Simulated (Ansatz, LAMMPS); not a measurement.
# Elastic response of glassy CaAl2Si2O8 (156 atoms), part 2 of 3

How stiff is glassy CaAl2Si2O8 (156 atoms)?

Ansatz 0.2.0; Kohn-Sham DFT, PBE, PAW (set soft_2), plane waves.

The cell: 24 Al, 12 Ca, 96 O and 24 Si. The quench rate of 20 K/ps is orders of magnitude faster than experiment. The network of bonds at the start is that of the classical potential that made the cell. The Brillouin zone is sampled at Γ only.

So far. Step 2 (Single point at the start): The r.m.s. force at the start is 1.3 eV/Å. Step 3 (Cell and atoms relaxed): The relaxation converged after 17 steps, with a largest force component of 0.017 eV/Å.

### 4. Single point at the relaxed geometry

The electronic structure is read at the final geometry, in a run of its own.

Contents of input.yaml:

```yaml
crystal:
  lattice:
    - [12.6845, 0.03763, 0.14936]
    - [0.03763, 12.7375, 0.00378]
    - [0.14936, 0.00378, 12.6093]
  atoms:
    - { symbol: Al, position: [0.05512, 0.8709, 0.22245] }
    - { symbol: Al, position: [0.08356, 0.20741, 0.57811] }
    - { symbol: Al, position: [0.58831, 0.526, 0.69071] }
    - { symbol: Al, position: [0.35166, 0.75248, 0.97627] }
    - { symbol: Al, position: [0.14154, 0.4392, 0.61211] }
    - { symbol: Al, position: [0.67105, 0.30885, 0.04682] }
    [... 144 atom lines left out ...]
    - { symbol: Si, position: [0.78741, 0.51081, 0.04884] }
    - { symbol: Si, position: [0.15497, 0.66081, 0.27168] }
    - { symbol: Si, position: [0.46581, 0.35856, 0.52153] }
    - { symbol: Si, position: [0.22939, 0.97346, 0.91168] }
    - { symbol: Si, position: [0.50205, 0.95317, 0.01083] }
    - { symbol: Si, position: [0.47418, 0.19414, 0.95189] }
kpoints:
  mp_grid: { grid: [1, 1, 1] }
hamiltonian:
  xc: pbe
scf:
  occupations: { method: gaussian, width: 0.05 }
output:
  forces: true
  stress: true
  populations: true
  dos:
    method: { smearing: { sigma: 0.15 } }
    de: 0.1
    projected: { site_lists: { Al: [Al], Ca: [Ca], O: [O], Si: [Si] } }
  eigenvalues: true
  write_density: true
  write_potential: true
  volumetric_format: npy
```

On the command line:

```sh
$ ansatz run input.yaml --threads 4 --pin off --max-ram 8192MiB --backend cpu --events-out ev --progress --plain --runs-dir out
```

Numbers of over 12 decimals in the logs are rounded to 6 here.

Output:

```text
[...]
Crystal: 156 atoms, lattice volume = 2036.968 Å³
Basis set: ecut = 420 eV, 39813 PW (Γ), exchange–correlation on 180×180×180 points (8 copies of the dense FFT grid, shifted against one another)
Bands: 588, of which v1, the nominal top of the filled ones, is band 432 counted from 1 (431 counted from 0)
Symmetry: 1 space group operations
[...]
k-points: 1
[...]
SCF iter   1: F=—  HF=-104643.844587 eV  |F-HF|=—  |Δ(HF+E_count)|=         —  Δρ=1.88e-3  dr2=1.04e-1  ethr=1.77e-3  ⟨swp⟩=6.0  Hψ=2614  notcnv=0  defer=143
[...]
SCF iter   9: F=-104643.849557 eV  HF=-104643.849557 eV  |F-HF|=2.69e-8  |Δ(HF+E_count)|=   4.57e-8  Δρ=1.88e-6  dr2=6.72e-8  ethr=1.16e-11  ⟨swp⟩=21.0  Hψ=5822  notcnv=0
SCF 1 converged in 9 iterations: F = -104643.849557 eV  dr2 = 6.72e-8
[...]
SCF converged after 9 iterations
Free energy (F): -104643.849557 eV
[...]
Internal energy: -104643.849557 eV  (E = F + TS)
E sigma→0 (E₀):  -104643.849557 eV
Fermi energy:    6.225661 eV
[...]
--- Forces (eV/Å), atoms counted from 1 ---
  atom   1  Al     0.00362600     0.00108307     0.00502708
  atom   2  Al    -0.00635779     0.01531686    -0.00027920
  atom   3  Al     0.00875893     0.00571320    -0.00589845
  atom   4  Al    -0.00736438    -0.00036793     0.00512857
  atom   5  Al     0.00277040     0.00117318     0.00840085
  atom   6  Al     0.00599209    -0.00435342    -0.00318602
  atom   7  Al     0.00381709    -0.00731993     0.00003271
  atom   8  Al     0.00008573     0.00357785     0.00071707
  atom   9  Al    -0.00895168    -0.00828316    -0.00172139
  atom  10  Al    -0.00375863     0.00770777    -0.00261791
  atom  11  Al    -0.00125411    -0.00144499    -0.00186613
  atom  12  Al    -0.00741029    -0.00338778     0.00309729
  atom  13  Al    -0.00451409     0.00760074     0.00161472
  atom  14  Al     0.00024145     0.00014511     0.00228822
[...]
atom 155  Si    -0.00841153    -0.00181360     0.00076300
  atom 156  Si    -0.00803899     0.00233115     0.01130508
  max |Σ_I F_I| component: 8.10e-5 eV/Å
--- Stress (GPa, compression-positive) ---
        0.010417      -0.008177      -0.022377
       -0.008175      -0.004046       0.000733
       -0.022372       0.000732       0.014242
  P = ⅓ Tr σ = 0.0069 GPa (0.069 kbar)
--- Band table (eV) ---
[...]
--- Löwdin populations: 156 sites ---
  site symbol       q [e]
     0     Al      1.6460
     1     Al      1.7278
     2     Al      1.7566
[...]
155     Si      2.2784
  spilling = 0.012043 (of n_electrons = 864.000000)
```

Elapsed: 52 s, on 4 threads of Arm Neoverse V2, shared host; peak memory 3.2 GiB.

Numbers from this run:

```yaml
free_energy: -104643.8496 eV
free_energy_per_atom: -670.7939 eV/atom
scf_cycles: 9
pressure: 0.006871 GPa
r_m_s_force_component: 0.00509 eV/Å
longest_force: 0.01911 eV/Å
fermi_energy: 6.226 eV
spacing_of_highest_filled_and_lowest_empty_level: 3.759 eV
spilling_of_the_projection: 0.01204
```

Löwdin charges by element and coordination (they lack the spilled electrons, 0.067 e an atom on average):

```
element  coordination  atoms  mean charge (e)  spread   least    most
     Al           all     24             1.30  0.0401    1.19    1.35
     Al             4     21             1.31  0.0309    1.24    1.35
     Al             5      2             1.29  0.0482    1.24    1.34
     Al             6      1             1.19       0    1.19    1.19
     Ca           all     12             1.81  0.0042    1.80    1.81
     Ca             5      5             1.81  0.0032    1.80    1.81
     Ca             6      4             1.81  0.0037    1.80    1.81
     Ca             7      3             1.81  0.0058    1.80    1.81
      O           all     96           -0.867  0.0657   -1.03   -0.76
      O             2     29           -0.813  0.0302  -0.892   -0.76
      O             3     60           -0.887   0.062   -1.03  -0.783
      O             4      7           -0.928  0.0562   -1.00  -0.854
     Si           all     24             1.70  0.0356    1.62    1.75
```

States in the cell by windows of 1 eV, zero at the Fermi level; the larger projections on atomic orbitals stand beside the total:

| from (eV) | to (eV) | total | O p | Si p | Al p |
| --- | --- | --- | --- | --- | --- |
| -10 | -9 | 18.1 | 12.5 | 1.0 | 0.3 |
| -9 | -8 | 32.8 | 24.1 | 2.9 | 0.7 |
| -8 | -7 | 53.3 | 40.7 | 5.5 | 2.2 |
| -7 | -6 | 67.2 | 53.2 | 5.2 | 4.1 |
| -6 | -5 | 92.1 | 78.8 | 3.3 | 4.2 |
| -5 | -4 | 113.8 | 104.0 | 1.9 | 2.8 |
| -4 | -3 | 124.1 | 117.4 | 1.3 | 1.5 |
| -3 | -2 | 58.1 | 55.8 | 0.3 | 0.5 |
| -2 | -1 | 1.6 | 1.6 | 0.0 | 0.0 |
| -1 | 1 | 0.0 | 0.0 | 0.0 | 0.0 |
| 1 | 2 | 1.9 | 0.0 | 0.0 | 0.0 |
| 2 | 3 | 2.3 | 0.2 | 0.1 | 0.2 |
| 3 | 4 | 27.9 | 2.0 | 1.6 | 3.3 |
| 4 | 5 | 77.5 | 4.4 | 4.9 | 8.5 |

Between -26 and -10 eV lie 279 more states.

The levels nearest the highest filled one (over half full), pooled over k-points and spins:

```csv
level less the highest filled one (eV),occupation
-0.498,2
-0.467,2
-0.366,2
-0.349,2
-0.306,2
0,2
3.76,0
4.84,0
4.99,0
5.07,0
5.18,0
5.30,0
```

Valence density in the ac plane at fractional y = 0.255, with atoms of Al and Ca and O and Si within 0.2 Å of it. It is the smooth field of the valence electrons, not physical close to the nuclei.

Values in e/Å³, 13 rows by 16 columns, each cell a mean:
```
0.1 0.1 1.5 2.0 0.2 0.1 0.3 0.4 0.6 3.2 1.1 0.1 0.2 0.3 2.1 1.2
0.3 0.2 1.3 1.0 0.1 0.2 2.6 1.7 0.2 0.2 0.1 0.3 3.7 1.8 0.1 0.2
0.1 0.2 3.5 2.9 0.1 0.2 1.9 1.3 0.2 0.4 0.4 0.2 1.3 0.7 0.0 0.0
0.0 0.1 0.3 0.2 0.0 0.0 0.2 0.2 0.2 2.2 2.0 0.2 0.1 0.1 0.0 0.0
0.1 0.1 0.4 0.3 0.1 0.2 1.5 1.0 0.1 0.3 0.3 0.1 0.2 0.3 0.2 0.2
0.9 0.2 0.8 0.7 0.1 0.1 0.7 0.5 0.1 0.1 0.0 0.4 0.9 0.3 1.2 4.2
0.4 0.1 0.1 0.1 0.1 0.1 0.1 0.2 1.3 1.2 0.2 2.0 4.2 0.5 0.4 1.8
0.1 0.0 0.0 0.1 1.2 1.1 0.1 0.1 1.2 1.2 0.3 0.5 0.5 0.1 0.0 0.0
2.0 0.9 0.1 0.1 0.7 0.7 0.1 0.0 0.0 0.1 1.3 2.1 0.2 0.0 0.0 0.2
3.3 1.5 0.1 0.1 0.1 0.2 0.2 0.1 0.1 0.1 0.7 1.3 0.2 0.0 0.0 0.3
0.1 0.1 0.1 0.1 0.1 0.1 0.2 0.1 0.1 0.1 0.1 0.3 1.3 0.3 0.0 0.0
0.0 0.0 0.1 0.1 0.1 0.3 1.7 0.6 0.1 0.1 0.1 0.8 4.8 1.2 0.1 0.0
0.1 0.1 1.4 1.8 0.2 0.5 4.2 1.4 0.3 0.9 0.4 0.2 0.3 0.4 2.8 1.5
```
Columns run along a (12.7 Å), rows up along c (12.6 Å). Atoms in or near the plane, at fractional coordinates: Al at (0.46, 0.18), Ca at (0.17, 0.82), O at (0.79, 0.86), O at (0.42, 0.84), O at (0.78, 0.12), O at (0.76, 0.50), O at (0.96, 0.55), O at (0.04, 0.29), O at (0.41, 0.05), Si at (0.84, 0.59).

Electrostatic potential energy in the ac plane at fractional y = 0.255, with atoms of Al and Ca and O and Si within 0.2 Å of it. With pseudopotentials it is smooth inside the atoms' cores, unlike the true potential.

Values in eV, 13 rows by 16 columns, each cell a mean:
```
  7  10  -5 -10   9  10   5 -10  -2 -23  -3   7   8   2 -22 -12
  9   5 -14 -10   6   9 -15 -10   6   9  10   8 -24  -8   8   8
 10   1 -31 -28   2   9 -10  -9   3   7   7   5  -5   5  11  11
  9   7   1   1   6   8   7  -2   0 -14 -11   6   6   8  10  10
  5   0   5   7   8   8  -7  -2   8   8   9   8  -1 -19  -3   8
 -7 -10  -3   4   7   6   2   4   8   9   9   6 -13 -34 -21 -27
  6   3   7  10   8   7   7   6  -5  -3   4 -13 -30   2   5  -6
 11  10  10  10  -4  -4   8   9  -2  -5 -17 -13   4  10  11  11
 -8   2  10   8   0   0   8   9  10   8  -9 -17   8  10  11  10
-21  -5   9   9   7   7   5   0   4   9   3  -6   5   8  10   8
  9   9  10  10   9   8  -5  -5  -7   7   8   5  -7   6   9   9
  8  10   8   7   7   7 -11  -7   1   6   0  -4 -32  -3   5   5
  6  10  -3  -8   8   5 -27  -7   6  -1  -8  -5   5  -1 -28 -17
```
Columns run along a (12.7 Å; values clipped at the 3rd and 97th percentile), rows up along c (12.6 Å). Atoms in or near the plane, at fractional coordinates: Al at (0.46, 0.18), Ca at (0.17, 0.82), O at (0.79, 0.86), O at (0.42, 0.84), O at (0.78, 0.12), O at (0.76, 0.50), O at (0.96, 0.55), O at (0.04, 0.29), O at (0.41, 0.05), Si at (0.84, 0.59).

Filled and empty levels are parted by 3.76 eV (at Γ alone); a semilocal functional tends to put such gaps too low. In a disordered cell it changes from sample to sample, and tail or defect levels can set it. Mean Löwdin charges: Al +1.30, Ca +1.81, O -0.87, Si +1.70 e (they miss 1.2 % of the electrons, so they add up to more than the cell's charge).

### 5. Volume -3 %

The relaxed cell is scaled evenly and the atoms are relaxed again; the stress at the end gives one point of P(V).

input.yaml, the sections that differ from step 4:

```yaml
crystal:
  lattice:
    - [12.55636, 0.03725, 0.14785]
    - [0.03725, 12.60883, 0.00374]
    - [0.14785, 0.00374, 12.48192]
  atoms:
    [... the 156 atom lines of step 4 ...]
output:
  forces: true
  eigenvalues: true
  stress: true
relax:
  f_tol: 0.05
  max_steps: 70
# kpoints, hamiltonian, scf: as in step 4
```

Output:

```text
Warning: output.stress: scf.convergence.dr2_threshold = 1e-7 eV (the SCF's general default) is looser than the 1.08e-8 eV advised for a printed stress (1e-10 eV for each atom of the cell: 156, of which 108 are counted). What an SCF threshold leaves in a stress goes as its square root, and in the free energy as the threshold itself, and one threshold admits the most on a small cell: [...]
[...]
Crystal: 156 atoms, lattice volume = 1975.857 Å³
Basis set: ecut = 420 eV, 38551 PW (Γ), exchange–correlation on 180×180×180 points (8 copies of the dense FFT grid, shifted against one another)
Bands: 588, of which v1, the nominal top of the filled ones, is band 432 counted from 1 (431 counted from 0)
Symmetry: 1 space group operations
[...]
k-points: 1
[...]
SCF iter   1: F=—  HF=-104642.903888 eV  |F-HF|=—  |Δ(HF+E_count)|=         —  Δρ=1.95e-3  dr2=1.08e-1  ethr=1.77e-3  ⟨swp⟩=7.0  Hψ=2853  notcnv=0  defer=118
[...]
SCF iter   5: F=—  HF=-104642.908858 eV  |F-HF|=—  |Δ(HF+E_count)|=   3.74e-5  Δρ=8.64e-5  dr2=1.50e-4  ethr=8.05e-8  ⟨swp⟩=2.0  Hψ=885  notcnv=0  defer=151
SCF iter   6: F=-104642.908867 eV  HF=-104642.908887 eV  |F-HF|=2.00e-5  |Δ(HF+E_count)|=   2.91e-5  Δρ=4.98e-5  dr2=4.14e-5  ethr=7.23e-9  ⟨swp⟩=16.0  Hψ=3602  notcnv=0
SCF 1 converged in 6 iterations: F = -104642.908867 eV  dr2 = 4.14e-5
[...]
relax step   1: F+E_penalty+E_count = -104642.90886695 eV  Δ(F+E_penalty+E_count) = +0.000e0 eV  max|allowed force component| = 5.137e-1 eV/Å  Δτ_max = 0.0000 Å  (6 SCF iters, dr2 threshold 6.25e-5 eV, accepted)
[...]
relax step   2: F+E_penalty+E_count = -104643.20650206 eV  Δ(F+E_penalty+E_count) = -2.976e-1 eV  max|allowed force component| = 3.341e-1 eV/Å  Δτ_max = 0.0425 Å  (6 SCF iters, dr2 threshold 1.65e-5 eV, accepted)
[...]
relax step   3: F+E_penalty+E_count = -104643.37706894 eV  Δ(F+E_penalty+E_count) = -1.706e-1 eV  max|allowed force component| = 1.416e-1 eV/Å  Δτ_max = 0.0549 Å  (7 SCF iters, dr2 threshold 6.98e-6 eV, accepted)
relax step   4: F+E_penalty+E_count = -104643.30157333 eV  Δ(F+E_penalty+E_count) = +7.550e-2 eV  max|allowed force component| = 3.848e-1 eV/Å  Δτ_max = 0.2000 Å  (8 SCF iters, dr2 threshold 3.61e-6 eV, rejected (line search))
relax step   5: F+E_penalty+E_count = -104643.42216105 eV  Δ(F+E_penalty+E_count) = -4.509e-2 eV  max|allowed force component| = 1.110e-1 eV/Å  Δτ_max = 0.0928 Å  (9 SCF iters, accepted)
relax step   6: F+E_penalty+E_count = -104643.38133950 eV  Δ(F+E_penalty+E_count) = +4.082e-2 eV  max|allowed force component| = 8.342e-1 eV/Å  Δτ_max = 0.1000 Å  (9 SCF iters, rejected (line search))
relax step   7: F+E_penalty+E_count = -104643.43525730 eV  Δ(F+E_penalty+E_count) = -1.310e-2 eV  max|allowed force component| = 6.025e-2 eV/Å  Δτ_max = 0.0462 Å  (9 SCF iters, accepted)
relax step   8: F+E_penalty+E_count = -104643.43531453 eV  Δ(F+E_penalty+E_count) = -5.723e-5 eV  max|allowed force component| = 1.073e-1 eV/Å  Δτ_max = 0.0500 Å  (8 SCF iters, accepted)
relax step   9: F+E_penalty+E_count = -104643.43853561 eV  Δ(F+E_penalty+E_count) = -3.221e-3 eV  max|allowed force component| = 5.500e-2 eV/Å  Δτ_max = 0.0434 Å  (6 SCF iters, dr2 threshold 3.39e-6 eV, accepted)
[...]
relax step  10: F+E_penalty+E_count = -104643.43944439 eV  Δ(F+E_penalty+E_count) = -9.088e-4 eV  max|allowed force component| = 2.465e-2 eV/Å  Δτ_max = 0.0214 Å  (8 SCF iters, accepted)
SCF converged after 8 iterations
Free energy (F): -104643.439444 eV
[...]
Internal energy: -104643.439444 eV  (E = F + TS)
E sigma→0 (E₀):  -104643.439444 eV
Fermi energy:    6.560790 eV
[...]
Σ components = -104643.439444   (vs F -104643.439444, Δ=0.00e0)
--- Forces (eV/Å), atoms counted from 1 ---
  atom   1  Al    -0.00578768    -0.00211836    -0.00720827
  atom   2  Al    -0.00965451     0.00010073     0.00409818
  atom   3  Al     0.00123147     0.00490692     0.00653276
  atom   4  Al    -0.00123174     0.00271513     0.00453394
[...]
atom 156  Si     0.00045931    -0.00344308     0.00334207
  max |Σ_I F_I| component: 1.53e-4 eV/Å
--- Stress (GPa, compression-positive) ---
        2.109955      -0.089449       0.140069
       -0.089446       2.233306      -0.055831
        0.140076      -0.055831       2.070963
  P = ⅓ Tr σ = 2.1381 GPa (21.381 kbar)
--- Band table (eV) ---
[...]
--- Relaxed structure (10 steps of the walk, 8 accepted, 0 SCFs on fresh bases) ---
  F+E_penalty+E_count = -104643.43944439 eV   max|allowed force component| = 2.465e-2 eV/Å
  atoms:
    - { symbol: Al, position: [0.056936, 0.871476, 0.223477] }
    - { symbol: Al, position: [0.083544, 0.209498, 0.575744] }
    - { symbol: Al, position: [0.589031, 0.525308, 0.689623] }
    - { symbol: Al, position: [0.351529, 0.749351, 0.975985] }
[...]
- { symbol: Si, position: [0.471373, 0.193374, 0.950660] }
```

Run time: 6.4 min. Hardware: 4 threads; peak memory 3.1 GiB.

The program notes that the SCF threshold is loose for the stress.

The relaxation converged after 10 steps, 0.531 eV below its start, with a largest force component of 0.025 eV/Å.

Volume -3 %: the energy stands 0.410 eV above that of the reference, at a pressure of 2.14 GPa.

### 6. Volume +3 %

The relaxed cell is scaled to another volume.

input.yaml, the sections that differ from step 5:

```yaml
crystal:
  lattice:
    - [12.8101, 0.038, 0.15084]
    - [0.038, 12.86362, 0.00382]
    - [0.15084, 0.00382, 12.73415]
  atoms:
    [... the 156 atom lines of step 4 ...]
# kpoints, hamiltonian, scf, output, relax: as in step 5
```

Output:

```text
[...]
Crystal: 156 atoms, lattice volume = 2098.076 Å³
Basis set: ecut = 420 eV, 41037 PW (Γ), exchange–correlation on 180×180×180 points (8 copies of the dense FFT grid, shifted against one another)
Bands: 588, of which v1, the nominal top of the filled ones, is band 432 counted from 1 (431 counted from 0)
Symmetry: 1 space group operations
[...]
k-points: 1
[...]
SCF iter   1: F=—  HF=-104643.006775 eV  |F-HF|=—  |Δ(HF+E_count)|=         —  Δρ=1.83e-3  dr2=1.01e-1  ethr=1.77e-3  ⟨swp⟩=6.0  Hψ=2577  notcnv=0  defer=143
[...]
SCF iter   5: F=—  HF=-104643.021027 eV  |F-HF|=—  |Δ(HF+E_count)|=   5.91e-5  Δρ=8.64e-5  dr2=1.61e-4  ethr=8.15e-8  ⟨swp⟩=2.0  Hψ=885  notcnv=0  defer=152
SCF iter   6: F=-104643.021035 eV  HF=-104643.021056 eV  |F-HF|=2.08e-5  |Δ(HF+E_count)|=   2.92e-5  Δρ=5.00e-5  dr2=4.56e-5  ethr=7.23e-9  ⟨swp⟩=16.0  Hψ=3977  notcnv=0
SCF 1 converged in 6 iterations: F = -104643.021035 eV  dr2 = 4.56e-5
[...]
relax step   1: F+E_penalty+E_count = -104643.02103514 eV  Δ(F+E_penalty+E_count) = +0.000e0 eV  max|allowed force component| = 4.495e-1 eV/Å  Δτ_max = 0.0000 Å  (6 SCF iters, dr2 threshold 6.25e-5 eV, accepted)
[...]
relax step   2: F+E_penalty+E_count = -104643.29606036 eV  Δ(F+E_penalty+E_count) = -2.750e-1 eV  max|allowed force component| = 2.944e-1 eV/Å  Δτ_max = 0.0471 Å  (6 SCF iters, dr2 threshold 1.26e-5 eV, accepted)
[...]
relax step   3: F+E_penalty+E_count = -104643.44549765 eV  Δ(F+E_penalty+E_count) = -1.494e-1 eV  max|allowed force component| = 1.334e-1 eV/Å  Δτ_max = 0.0530 Å  (7 SCF iters, dr2 threshold 5.42e-6 eV, accepted)
relax step   4: F+E_penalty+E_count = -104643.42624383 eV  Δ(F+E_penalty+E_count) = +1.925e-2 eV  max|allowed force component| = 2.731e-1 eV/Å  Δτ_max = 0.2000 Å  (7 SCF iters, dr2 threshold 3.66e-6 eV, rejected (line search))
relax step   5: F+E_penalty+E_count = -104643.48380034 eV  Δ(F+E_penalty+E_count) = -3.830e-2 eV  max|allowed force component| = 6.152e-2 eV/Å  Δτ_max = 0.0852 Å  (9 SCF iters, accepted)
relax step   6: F+E_penalty+E_count = -104643.49129378 eV  Δ(F+E_penalty+E_count) = -7.493e-3 eV  max|allowed force component| = 1.360e-1 eV/Å  Δτ_max = 0.1000 Å  (9 SCF iters, accepted)
relax step   7: F+E_penalty+E_count = -104643.49563936 eV  Δ(F+E_penalty+E_count) = -4.346e-3 eV  max|allowed force component| = 4.236e-2 eV/Å  Δτ_max = 0.0183 Å  (5 SCF iters, dr2 threshold 3.93e-6 eV, accepted)
[...]
relax step   8: F+E_penalty+E_count = -104643.49564009 eV  Δ(F+E_penalty+E_count) = -7.302e-7 eV  max|allowed force component| = 4.225e-2 eV/Å  Δτ_max = 0.0000 Å  (4 SCF iters, accepted)
SCF converged after 4 iterations
Free energy (F): -104643.495640 eV
[...]
Internal energy: -104643.495640 eV  (E = F + TS)
E sigma→0 (E₀):  -104643.495640 eV
Fermi energy:    5.899726 eV
[...]
Σ components = -104643.495640   (vs F -104643.495640, Δ=0.00e0)
--- Forces (eV/Å), atoms counted from 1 ---
  atom   1  Al    -0.00397863     0.00137041     0.00187410
  atom   2  Al     0.01766361    -0.04224771    -0.01922148
  atom   3  Al     0.00509681     0.01494866     0.00518200
  atom   4  Al     0.00074661    -0.00120457    -0.00331349
[...]
atom 156  Si    -0.00160741     0.00475442     0.02105262
  max |Σ_I F_I| component: 1.32e-4 eV/Å
--- Stress (GPa, compression-positive) ---
       -1.830824       0.078010      -0.143538
        0.078012      -1.976567       0.073603
       -0.143536       0.073603      -1.763909
  P = ⅓ Tr σ = -1.8571 GPa (-18.571 kbar)
--- Band table (eV) ---
[...]
--- Relaxed structure (8 steps of the walk, 7 accepted, 0 SCFs on fresh bases) ---
  F+E_penalty+E_count = -104643.49564009 eV   max|allowed force component| = 4.225e-2 eV/Å
  atoms:
    - { symbol: Al, position: [0.053995, 0.870035, 0.221258] }
    - { symbol: Al, position: [0.082070, 0.205728, 0.580028] }
    - { symbol: Al, position: [0.587742, 0.526812, 0.691530] }
    - { symbol: Al, position: [0.352082, 0.755407, 0.976755] }
[...]
- { symbol: Si, position: [0.477068, 0.195208, 0.953656] }
```

It took 4.9 min on 4 threads; peak memory 3.3 GiB; 19 min of CPU time.

The relaxation converged after 8 steps, 0.475 eV below its start, with a largest force component of 0.042 eV/Å.

Volume +3 %: the energy stands 0.354 eV above that of the reference, at a pressure of -1.86 GPa.

### 7. Volume -6 %

The relaxed cell is scaled to another volume.

Input and log are left out; they have the form of those shown for this kind of step.

Wall time 6.7 min (4 threads of Arm Neoverse V2, shared host); peak memory 3.1 GiB; 26 min of CPU time.

The relaxation converged after 11 steps, 2.26 eV below its start, with a largest force component of 0.049 eV/Å.

Volume -6 %: the energy stands 1.65 eV above that of the reference, at a pressure of 4.51 GPa.

### 8. Volume +6 %

The relaxed cell is scaled to another volume.

Input and log are left out; they have the form of those shown for this kind of step.

Wall time 6 min (4 threads of Arm Neoverse V2, shared host); peak memory 3.3 GiB.

The relaxation converged after 9 steps, 1.83 eV below its start, with a largest force component of 0.046 eV/Å.

Volume +6 %: the energy stands 1.35 eV above that of the reference, at a pressure of -3.37 GPa.

(Continued in part 3 of 3.)

[Logs are printed without paths, hosts, clocks, repeated set-up lines and the standing remarks that a program may print on its own settings, such as how far it seeks lower states.]

[Hosts, paths, dates, database ids (printed as entryN), source tags and the programs' standing remarks are cut or masked in the printed files.]
